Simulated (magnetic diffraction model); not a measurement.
# Moment size from magnetic intensity in TbBi2Ru2

Space group I4/mmm (no. 139), a = 4.4850 Å, c = 11.5560 Å.

| site | atom | x | y | z |
| --- | --- | --- | --- | --- |
| 4e | Bi | 1/2 | 1/2 | 0.1371 |
| 2a | Tb | 0 | 0 | 0 |
| 4d | Ru | 1/2 | 0 | 1/4 |

The compound is invented for this exercise: a known structure type with other elements, its cell scaled to their sizes and not relaxed.

Only Tb is taken to order (form factors of Tb3+); orders and moment sizes are assumed, and not adapted to the symmetry. Radiation: neutrons of λ = 2.41 Å, 2° to 95°; isotropic B of 0.43 Å² (Bi), 0.41 Å² (Tb) and 0.44 Å² (Ru). Simulated constant-wavelength pattern: nuclear and magnetic terms add, the magnetic one as |2.695 fm × Σ f S⊥ exp(2πi Q·r) exp(−B s²)|², summed over all Q at one angle with the factor 1/(sin²θ cos θ). For a modulated order the moment at position r is S exp(−2πi k·r) + c.c., with S = m/2 for a sine wave of amplitude m and S = m(u + iv)/2 for moments turning in a plane, u and v being orthogonal unit vectors in it; the phase factor of the sum at Q = H + k is then exp(2πi H·r). Free-ion form factors, Sears's scattering lengths of 1992, no absorption; a label names one of the reflections at its angle. The strongest nuclear line in the range is 100, and lines under 0.2 are left out.

In a first state the assumed order is k = (0 0.424 0), a sine wave with moments along [100] (amplitudes given), 5.6 μB on Tb, with this pattern:

```tsv
2θ (°)	index	nuclear	magnetic
13.08	(0 0.424 0)	0.0	35.8
21.51	(0 0.576 1)	0.0	25.9
24.07	(0 0 2)	16.6	0.0
27.49	(0 0.424 2)	0.0	15.5
33.50	(1 0 1)	5.8	0.0
36.11	(1 0.424 1)	0.0	4.3
36.12	(1 0.576 0)	0.0	2.1
40.85	(0 0.576 3)	0.0	6.6
43.88	(1 0.576 2)	0.0	5.4
44.66	(1 1 0)	13.2	0.0
46.73	(0 1.424 1)	0.0	4.9
48.71	(1 0 3)	100.0	0.0
49.30	(0 0 4)	1.4	0.0
50.10	(0 1.576 0)	0.0	2.1
50.66	(1 0.424 3)	0.0	4.9
51.24	(0 0.424 4)	0.0	4.0
```
(The table stops after 16 lines; 36 more lie at higher angle.)

**Question.** Nearer the ordering temperature the line at 13.08° has total intensity 8.9 on the same scale, and all moments have shrunk alike. How large is the Tb moment?

The nuclear part, 0.0, stays, so the magnetic part is 8.9 against 35.8. It goes as m², so m = 5.6 × √(8.9/35.8) = 2.79 μB; the value used was 2.8 μB.

[Logs are printed without paths, hosts, clocks, repeated set-up lines and the standing remarks that a program may print on its own settings, such as how far it seeks lower states.]
